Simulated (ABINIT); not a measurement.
# Completion of the band sum in GW: KBr (Fm-3m)

Wanted: gap and time of KBr (Fm-3m) with truncated and completed band sums.

Calculated with ABINIT 10.8.3; PBE and many-body steps on it, plane waves.

Report form: the programs' logs are mostly left out.

## 1. Starting point

It takes space group Fm-3m (No. 225, cubic). The conventional cell has a = 6.600 Å, b = 6.600 Å, c = 6.600 Å, α = 90.00°, β = 90.00°, γ = 90.00°. Nearest to K lie 6 Br at 3.30 Å. Nearest to Br lie 6 K at 3.30 Å. Farther neighbours and most contacts between anions are not listed.

The cell and positions come from the Crystallography Open Database and are kept as given unless a step says otherwise.

## 2. Empty states on the mesh, 4×4×4 mesh, 450 bands

This step: ABINIT 10.8.3; DFT, PBE, plane waves, norm-conserving pseudopotentials.

The sums over transitions need many empty states on a uniform mesh; this step solves for them.

Contents of run.abi:

```
acell 3*1.0 Angstrom
rprim 
  0.000000000000 3.300000000000 3.300000000000
  3.300000000000 0.000000000000 3.300000000000
  3.300000000000 3.300000000000 0.000000000000
ntypat 2
znucl 19 35
natom 2
typat 1 2
xred 
  0.000000000000 0.000000000000 0.000000000000
  0.500000000000 0.500000000000 0.500000000000
pp_dirpath "pseudos"
pseudos "K.upf, Br.upf"
ecut 33
ngkpt 4 4 4
nshiftk 1
shiftk 0 0 0
kptopt 1
chksymbreak 0
irdden 1
istwfk *1
nband 450
prtvol 0
optdriver 6
gwr_task "HDIAGO"
paral_kgb 0
occopt 1
indata_prefix "in"
outdata_prefix "out"
tmpdata_prefix "tmp"
```

Command:

```sh
OMP_NUM_THREADS=1 mpirun -n 4 abinit run.abi > log
```

Elapsed: 2.2 min, on 4 MPI ranks of Arm Neoverse V1, shared host; peak memory 4.5 GiB; 8.7 min of CPU time.

This step gave:

| Item | Value |
| --- | --- |
| gap | 4.436 eV |
| k of the valence top | 0, 0, 0 |
| k of the conduction bottom | 0, 0, 0 |
| least direct gap | 4.436 eV |
| k points computed | 8 |
| lowest point of the top converged band, above the valence top | 184.3566 eV |

On this mesh the gap is 4.436 eV.

The density comes from a self-consistent run that is not shown.

## 3. Screening, 4×4×4 mesh, 442 bands, screening to 266.7 eV

The RPA dielectric matrix is built and inverted for each q.

This step: RPA screening on PBE, plane waves, norm-conserving pseudopotentials.

run.abi, as its differences from that of step 2:

```diff
@@ -20,10 +20,11 @@
 chksymbreak 0
-irdden 1
 istwfk *1
-nband 450
-prtvol 0
-optdriver 6
-gwr_task "HDIAGO"
-paral_kgb 0
 occopt 1
+irdwfk 1
+optdriver 3
+nband 442
+ecuteps 9.8
+inclvkb 2
+awtr 1
+symchi 1
 indata_prefix "in"
```

Wall time 6.1 min (4 MPI ranks); peak memory 3.5 GiB; 24 min of CPU time.

Numbers from this step:

- ε∞ with local fields, on this mesh, along the program's q direction: 2.374
- the same without local fields: 2.854
- plasma frequency: 17.52 eV
- plane waves in the screening matrix: 725

Local fields lower ε∞ by 17 %.

## 4. 442 bands

The self-energy is evaluated for the states that the input lists, and the levels follow from it, in one-shot runs by the linearised quasiparticle equation.

This step: G0W0 on PBE, plane waves, norm-conserving pseudopotentials.

run.abi, as its differences from that of step 3:

```diff
@@ -23,8 +23,15 @@
 irdwfk 1
-optdriver 3
+optdriver 4
 nband 442
+gwcalctyp 0
+ecutsigx 33
+symsigma 1
+nkptgw 1
+kptgw 
+  0.0000000000 0.0000000000 0.0000000000
+bdgw 
+  6 12
 ecuteps 9.8
-inclvkb 2
-awtr 1
-symchi 1
+irdscr 1
+ppmodel 1
 indata_prefix "in"
```

Run time: 2.6 min. Hardware: 4 MPI ranks; peak memory 4.2 GiB; 10 min of CPU time.

This step gave:

| Property | Result |
| --- | --- |
| G0W0 gap on the points computed | 7.005 eV |
| starting gap on the mesh | 4.436 eV |
| k of the valence top | 0, 0, 0 |
| k of the conduction bottom | 0, 0, 0 |
| Z at the valence top | 0.813 |
| Z at the conduction bottom | 0.864 |
| least direct G0W0 gap on the computed points | 7.005 eV |

The gap on the mesh goes from 4.44 eV to 7.00 eV, a correction of +2.57 eV.

## 5. Screening, 4×4×4 mesh, 46 bands, screening to 266.7 eV

This step: RPA screening on PBE, plane waves, norm-conserving pseudopotentials.

run.abi, as its differences from that of step 4:

```diff
@@ -23,15 +23,8 @@
 irdwfk 1
-optdriver 4
-nband 442
-gwcalctyp 0
-ecutsigx 33
-symsigma 1
-nkptgw 1
-kptgw 
-  0.0000000000 0.0000000000 0.0000000000
-bdgw 
-  6 12
+optdriver 3
+nband 46
 ecuteps 9.8
-irdscr 1
-ppmodel 1
+inclvkb 2
+awtr 1
+symchi 1
 indata_prefix "in"
```

It took 41 s on 4 MPI ranks; peak memory 0.93 GiB.

This step gave:

```yaml
eps_infinity_with_local_fields_on_this_mesh_along_the_program_s_q_direction: 2.368
the_same_without_local_fields: 2.850
plasma_frequency: 17.52 eV
plane_waves_in_the_screening_matrix: 725
```

## 6. 46 bands

This step: G0W0 on PBE, plane waves, norm-conserving pseudopotentials.

run.abi, as its differences from that of step 5:

```diff
@@ -23,8 +23,15 @@
 irdwfk 1
-optdriver 3
+optdriver 4
 nband 46
+gwcalctyp 0
+ecutsigx 33
+symsigma 1
+nkptgw 1
+kptgw 
+  0.0000000000 0.0000000000 0.0000000000
+bdgw 
+  6 12
 ecuteps 9.8
-inclvkb 2
-awtr 1
-symchi 1
+irdscr 1
+ppmodel 1
 indata_prefix "in"
```

Elapsed: 20 s, on 4 MPI ranks; peak memory 1.8 GiB; 78 s of CPU time.

This step gave:

| Property | Result |
| --- | --- |
| G0W0 gap on the points computed | 6.66 eV |
| starting gap on the mesh | 4.436 eV |
| k of the valence top | 0, 0, 0 |
| k of the conduction bottom | 0, 0, 0 |
| Z at the valence top | 0.819 |
| Z at the conduction bottom | 0.868 |
| least direct G0W0 gap on the computed points | 6.66 eV |

Against G0W0 in ABINIT (4×4×4 mesh, 442 bands, screening to 266.7 eV, Godby-Needs plasmon pole), the gap moves by −0.345 eV.

## 7. Screening, 4×4×4 mesh, 46 bands, screening to 266.7 eV

This step: RPA screening on PBE, plane waves, norm-conserving pseudopotentials.

run.abi, as its differences from that of step 6:

```diff
@@ -23,15 +23,10 @@
 irdwfk 1
-optdriver 4
+optdriver 3
 nband 46
-gwcalctyp 0
-ecutsigx 33
-symsigma 1
-nkptgw 1
-kptgw 
-  0.0000000000 0.0000000000 0.0000000000
-bdgw 
-  6 12
 ecuteps 9.8
-irdscr 1
-ppmodel 1
+inclvkb 2
+awtr 1
+symchi 1
+gwcomp 1
+gwencomp 1.5
 indata_prefix "in"
```

It took 1.9 min on 4 MPI ranks; peak memory 1.2 GiB.

This step gave:

```yaml
eps_infinity_with_local_fields_on_this_mesh_along_the_program_s_q_direction: 2.372
the_same_without_local_fields: 2.850
plasma_frequency: 17.52 eV
plane_waves_in_the_screening_matrix: 725
```

## 8. 46 bands, completed

This step: G0W0 on PBE, plane waves, norm-conserving pseudopotentials.

run.abi, as its differences from that of step 7:

```diff
@@ -23,8 +23,15 @@
 irdwfk 1
-optdriver 3
+optdriver 4
 nband 46
+gwcalctyp 0
+ecutsigx 33
+symsigma 1
+nkptgw 1
+kptgw 
+  0.0000000000 0.0000000000 0.0000000000
+bdgw 
+  6 12
 ecuteps 9.8
-inclvkb 2
-awtr 1
-symchi 1
+irdscr 1
+ppmodel 1
 gwcomp 1
```

Wall time 22 s (4 MPI ranks); peak memory 1.8 GiB; 86 s of CPU time.

This step gave:

```yaml
g0w0_gap_on_the_points_computed: 7.082 eV
starting_gap_on_the_mesh: 4.436 eV
k_of_the_valence_top: 0, 0, 0
k_of_the_conduction_bottom: 0, 0, 0
least_direct_g0w0_gap_on_the_computed_points: 7.082 eV
```

Against G0W0 in ABINIT (4×4×4 mesh, 442 bands, screening to 266.7 eV, Godby-Needs plasmon pole), the gap moves by +0.077 eV.

## 9. Screening, 4×4×4 mesh, 161 bands, screening to 266.7 eV

This step: RPA screening on PBE, plane waves, norm-conserving pseudopotentials.

run.abi, as its differences from that of step 8:

```diff
@@ -23,17 +23,8 @@
 irdwfk 1
-optdriver 4
-nband 46
-gwcalctyp 0
-ecutsigx 33
-symsigma 1
-nkptgw 1
-kptgw 
-  0.0000000000 0.0000000000 0.0000000000
-bdgw 
-  6 12
+optdriver 3
+nband 161
 ecuteps 9.8
-irdscr 1
-ppmodel 1
-gwcomp 1
-gwencomp 1.5
+inclvkb 2
+awtr 1
+symchi 1
 indata_prefix "in"
```

Wall time 2.6 min (4 MPI ranks); peak memory 1.6 GiB; 10 min of CPU time.

This step gave:

```yaml
eps_infinity_with_local_fields_on_this_mesh_along_the_program_s_q_direction: 2.374
the_same_without_local_fields: 2.854
plasma_frequency: 17.52 eV
plane_waves_in_the_screening_matrix: 725
```

## 10. 161 bands

This step: G0W0 on PBE, plane waves, norm-conserving pseudopotentials.

run.abi, as its differences from that of step 9:

```diff
@@ -23,8 +23,15 @@
 irdwfk 1
-optdriver 3
+optdriver 4
 nband 161
+gwcalctyp 0
+ecutsigx 33
+symsigma 1
+nkptgw 1
+kptgw 
+  0.0000000000 0.0000000000 0.0000000000
+bdgw 
+  6 12
 ecuteps 9.8
-inclvkb 2
-awtr 1
-symchi 1
+irdscr 1
+ppmodel 1
 indata_prefix "in"
```

Wall time 59 s (4 MPI ranks); peak memory 2.5 GiB; 3.9 min of CPU time.

This step gave:

* G0W0 gap on the points computed: 6.901 eV
* starting gap on the mesh: 4.436 eV
* k of the valence top: 0, 0, 0
* k of the conduction bottom: 0, 0, 0
* least direct G0W0 gap on the computed points: 6.901 eV

Against G0W0 in ABINIT (4×4×4 mesh, 442 bands, screening to 266.7 eV, Godby-Needs plasmon pole), the gap moves by −0.104 eV.

## 11. Screening, 4×4×4 mesh, 161 bands, screening to 266.7 eV

This step: RPA screening on PBE, plane waves, norm-conserving pseudopotentials.

run.abi, as its differences from that of step 10:

```diff
@@ -23,15 +23,10 @@
 irdwfk 1
-optdriver 4
+optdriver 3
 nband 161
-gwcalctyp 0
-ecutsigx 33
-symsigma 1
-nkptgw 1
-kptgw 
-  0.0000000000 0.0000000000 0.0000000000
-bdgw 
-  6 12
 ecuteps 9.8
-irdscr 1
-ppmodel 1
+inclvkb 2
+awtr 1
+symchi 1
+gwcomp 1
+gwencomp 1.5
 indata_prefix "in"
```

Wall time 4.1 min (4 MPI ranks); peak memory 1.9 GiB.

This step gave:

```yaml
eps_infinity_with_local_fields_on_this_mesh_along_the_program_s_q_direction: 2.374
the_same_without_local_fields: 2.854
plasma_frequency: 17.52 eV
plane_waves_in_the_screening_matrix: 725
```

## 12. 161 bands, completed

This step: G0W0 on PBE, plane waves, norm-conserving pseudopotentials.

run.abi, as its differences from that of step 11:

```diff
@@ -23,8 +23,15 @@
 irdwfk 1
-optdriver 3
+optdriver 4
 nband 161
+gwcalctyp 0
+ecutsigx 33
+symsigma 1
+nkptgw 1
+kptgw 
+  0.0000000000 0.0000000000 0.0000000000
+bdgw 
+  6 12
 ecuteps 9.8
-inclvkb 2
-awtr 1
-symchi 1
+irdscr 1
+ppmodel 1
 gwcomp 1
```

Wall time 65 s (4 MPI ranks); peak memory 2.5 GiB.

Numbers from this step:

- G0W0 gap on the points computed: 7.036 eV
- starting gap on the mesh: 4.436 eV
- k of the valence top: 0, 0, 0
- k of the conduction bottom: 0, 0, 0
- least direct G0W0 gap on the computed points: 7.036 eV

Against G0W0 in ABINIT (4×4×4 mesh, 442 bands, screening to 266.7 eV, Godby-Needs plasmon pole), the gap moves by +0.031 eV.

## 13. The runs together

Times are wall times on 4 MPI ranks of Arm Neoverse V1, shared host, good to a factor of about two. A run's time includes the screening step that it read.

| run | mesh | bands | screening cutoff (eV) | DFT gap (eV) | gap on the mesh (eV) | direct (eV) | ε∞ used | time |
| --- | --- | --- | --- | --- | --- | --- | --- | --- |
| 442 bands | 4×4×4 | 442 | 266.7 | 4.436 | 7.005 | 7.005 | 2.37 | 8.7 min |
| 46 bands | 4×4×4 | 46 | 266.7 | 4.436 | 6.660 | 6.660 | 2.37 | 60 s |
| 46 bands, completed | 4×4×4 | 46 | 266.7 | 4.436 | 7.082 | 7.082 | 2.37 | 2.2 min |
| 161 bands | 4×4×4 | 161 | 266.7 | 4.436 | 6.901 | 6.901 | 2.37 | 3.6 min |
| 161 bands, completed | 4×4×4 | 161 | 266.7 | 4.436 | 7.036 | 7.036 | 2.37 | 5.2 min |

## 14. Outcome

```json
{
  "442 bands": "7.005 eV",
  "46 bands": "6.660 eV",
  "46 bands, completed": "7.082 eV",
  "161 bands": "6.901 eV",
  "161 bands, completed": "7.036 eV"
}
```

What this shows: 46 bands: −0.345 eV against 442 bands. 46 bands, completed: +0.077 eV against 442 bands. 161 bands: −0.104 eV against 442 bands. 161 bands, completed: +0.031 eV against 442 bands. The row with most bands is itself short of the limit, so it is no exact reference, and agreement of a truncated run with it can be a cancellation between the edges. In the G0W0 runs levels were corrected at 1 k point alone, so a gap called «on the mesh» is the least over those, and an edge elsewhere would be missed. The many-body steps are scalar-relativistic: spin-orbit coupling is not in them.

[Paths, hosts, dates, memory and timing lines, banners, echoed tables and standing remarks are left out of the program output.]

[Logs are printed without paths, hosts, clocks, repeated set-up lines and the standing remarks that a program may print on its own settings, such as how far it seeks lower states.]

[Runs of the session that timed out or met a known fault of the program may be left out.]

[Hosts, paths, dates, database ids (printed as entryN), source tags and the programs' standing remarks are cut or masked in the printed files.]

[G0W0 gaps are taken among the corrected bands and points alone; a level outside them can change the order at an edge.]

[Where Ansatz stands beside ABINIT at settings called matched, ABINIT's density can come from a denser mesh and the files from another edition; pairs whose starting gaps differed by over 0.03 eV were left out, so agreement reads better than it is.]
